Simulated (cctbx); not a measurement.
**Solving a structure by charge flipping**

Cell a = 4.3160 Å, b = 4.3160 Å, c = 4.3160 Å, α = 90.00°, β = 90.00°, γ = 90.00°; space group Pm-3m (no. 221); content Hf3 Cr1.

The data are simulated with cctbx, not measured: synchrotron X-rays, λ = 0.7749 Å, to d = 0.8 Å, 70 % of the full sphere, strongest reflection 70000 counts, noise from counting, a 6 % proportional error and a noise floor of 4 counts (s.d.); no absorption, and some extinction, which the refinements don't model.

Charge flipping in P1 on normalised amplitudes to 0.8 Å, δ = 0.9 σ, 20 % of the reflections treated as weak, 300 cycles:

```text
cycle      R  skewness
    0  0.431     0.78
   25  0.316     4.21
   50  0.315     4.31
   75  0.302     4.44
  100  0.307     3.99
  125  0.302     4.33
  150  0.290     4.26
  175  0.287     4.40
  200  0.279     4.26
  225  0.282     4.36
  250  0.284     4.24
  275  0.295     4.29
origin shift          correlation  skewness
 0.257  0.618  0.079      0.987      5.18
 0.256  0.618  0.579      0.987      5.06
 0.256  0.118  0.079      0.987      6.37
 0.064  0.712  0.240      0.939     -0.11
taken: symmetry correlation 0.987, skewness 6.37
peak      x       y       z  mult  height/sigma
Q1    0.0000  0.5000  0.5000    3     13.6
Q2    0.0000  0.0000  0.0000    1      5.1
Q3    0.2833  0.2833  0.5000   12      0.6
Q4    0.5000  0.5000  0.5000    1      0.6
Q5    0.0000  0.0000  0.5000    3      0.6
Q6    0.0000  0.3093  0.3093   12      0.4
Q7    0.2780  0.2780  0.2780    8      0.3
```

The origin is taken among those within 0.04 of the best correlation, by the skewness of the map.

It took 1.6 s on 1 thread of Arm Neoverse N1, with other jobs on the host, peak memory 0.07 GiB.

**Question.** Which peaks are atoms, and which elements?

Heights go roughly as Z and multiplicities must add up to the content. First model: Q1 = Hf1 (3 in the cell, height 13.6) and Q2 = Cr1 (1 in the cell, height 5.1). Against the true structure, Q1 is Hf and Q2 is Cr; the other peaks are not atoms.

Least squares on F², isotropic:

```text
Rint 0.049, 32 unique reflections to 0.80 A
cycle     R1     wR2    GooF  max shift (A)
   1  0.1122  0.2236  13.376   0.00000
   2  0.0238  0.0722   4.317   0.00000
final R1 0.0238 wR2 0.0722 GooF 4.317  parameters 2  data/parameter 16.0
atom        x        y        z      Ueq    occ   su(xyz)  su(Uiso or U11)
Hf1    0.00000  0.50000  0.50000   0.0123  1.000  0.00000  0.0008
Cr1    0.00000  0.00000  0.00000   0.0336  1.000  0.00000  0.0035
difference map: max 0.99 min -3.81 rms 0.56
Q1    0.3828  0.3828  0.3828    8    1.02  1.80 A from Hf1
Q2    0.0000  0.0000  0.5000    3    0.87  2.16 A from Hf1
Q3    0.1964  0.1964  0.5000   12    0.70  1.56 A from Hf1
Q4    0.2327  0.3742  0.5000   24    0.70  1.14 A from Hf1
Q5    0.0000  0.1834  0.3610   24    0.50  1.49 A from Hf1
```

Anisotropic refinement:

```text
Rint 0.049, 32 unique reflections to 0.80 A
cycle     R1     wR2    GooF  max shift (A)
   1  0.0240  0.0722   4.391   0.00000
   2  0.0137  0.0239   1.453   0.00000
final R1 0.0137 wR2 0.0239 GooF 1.453  parameters 3  data/parameter 10.7
atom        x        y        z      Ueq    occ   su(xyz)  su(Uiso or U11)
Hf1    0.00000  0.50000  0.50000   0.0115  1.000  0.00000  0.0003
Cr1    0.00000  0.00000  0.00000   0.0350  1.000  0.00000  0.0012
difference map: max 1.00 min -1.55 rms 0.40
Q1    0.0000  0.0000  0.5000    3    1.00  2.16 A from Hf1
Q2    0.3719  0.3719  0.3719    8    0.69  1.79 A from Hf1
Q3    0.1825  0.1825  0.5000   12    0.50  1.58 A from Hf1
Q4    0.0000  0.2070  0.3616   24    0.47  1.40 A from Hf1
Q5    0.0723  0.0723  0.2686   24    0.39  1.24 A from Cr1
Q6    0.5000  0.5000  0.5000    1    0.14  2.16 A from Hf1
```

**Reading.** The refinement ends at R1 = 0.0137, wR2 = 0.0239, GooF = 1.45, with difference density between -1.55 and 1.00 e/Å³. Every site matches the true model in element, within 0.001 Å r.m.s., up to an allowed shift of origin.

True model:

```csv
atom,mult.,x,y,z,Ueq (Å²)
Hf1,3,1/2,1/2,0,0.0119
Cr1,1,0,0,0,0.0309
```

This is a model crystal, built by substitution and not relaxed, with assumed displacement parameters.

[Middle refinement cycles are left out of these outputs.]

[Logs are printed without paths, hosts, clocks, repeated set-up lines and the standing remarks that a program may print on its own settings, such as how far it seeks lower states.]
